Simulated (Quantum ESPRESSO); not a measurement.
## FeO: energy over the lowest, no spin polarisation against volume, fitted and tested on a withheld row

System: FeO, 1 Fe and 1 O in the cell, space group Fm-3m. From the study “FeO: magnetism against volume”.

Method: PBE with U = 4 eV on Fe d; plane waves with GBRV 1.5 PBE potentials (Quantum ESPRESSO 7.5). Settings shared by all rows: cutoff 544.23 eV, fermi-dirac occupations, smearing width 0.05 eV.

Results; the value marked ? is withheld:

| volume (factor) | energy over the lowest, no spin polarisation (meV an atom) |
| --- | --- |
| 0.88 | 556.3 |
| 0.91 | 560.3 |
| 0.94 | 576.2 |
| 0.97 | 601.5 |
| 1 | 634.8 |
| 1.03 | 675.1 |
| 1.06 | 720.8 |
| 1.09 | ? |
| 1.12 | 825.3 |

**Question.** What energy over the lowest, no spin polarisation should the row at volume = 1.09 factor hold? Fit a suitable law to the other rows.

**Law.** Energy against volume follows the Birch–Murnaghan form, which is a polynomial in the Eulerian strain: third order, a cubic in t = (V/1)^(−2/3) − 1. In symbols, E = c0 + c1 t + c2 t² + c3 t³, with energy over the lowest, no spin polarisation in meV an atom.

**Fit.** Least squares on 8 rows gives c0 = 634.911, c1 = -1849.86, c2 = 10680 and c3 = 2003.06.

| volume (factor) | t | computed | fit | computed − fit |
| --- | --- | --- | --- | --- |
| 0.88 | 0.088959 | 556.3 | 556.28 | 0.02 |
| 0.91 | 0.064892 | 560.3 | 560.39 | -0.09 |
| 0.94 | 0.042113 | 576.2 | 576.10 | 0.10 |
| 0.97 | 0.020514 | 601.5 | 601.48 | 0.02 |
| 1 | 0 | 634.8 | 634.91 | -0.11 |
| 1.03 | -0.019513 | 675.1 | 675.06 | 0.04 |
| 1.06 | -0.038101 | 720.8 | 720.79 | 0.01 |
| 1.12 | -0.072769 | 825.3 | 825.31 | -0.01 |

The slope vanishes at t = 0.08459, so the minimum lies at V = 1 × (1 + t)^(−3/2) = 0.8853. That is the minimum of this magnetic state alone.

**Prediction.** At volume = 1.09 factor, t = -0.055833, so the law predicts 771.14 meV an atom. The computed value is 771.2 meV an atom, within one unit of its last digit of the prediction. The row lies between fitted rows, so this is an interpolation. The miss is of the size of the rounding of the printed values.

[Hosts, paths, dates, database ids (printed as entryN), source tags and the programs' standing remarks are cut or masked in the printed files.]

[Where a cell is said to come from a database of computed structures, the database is the Materials Project.]
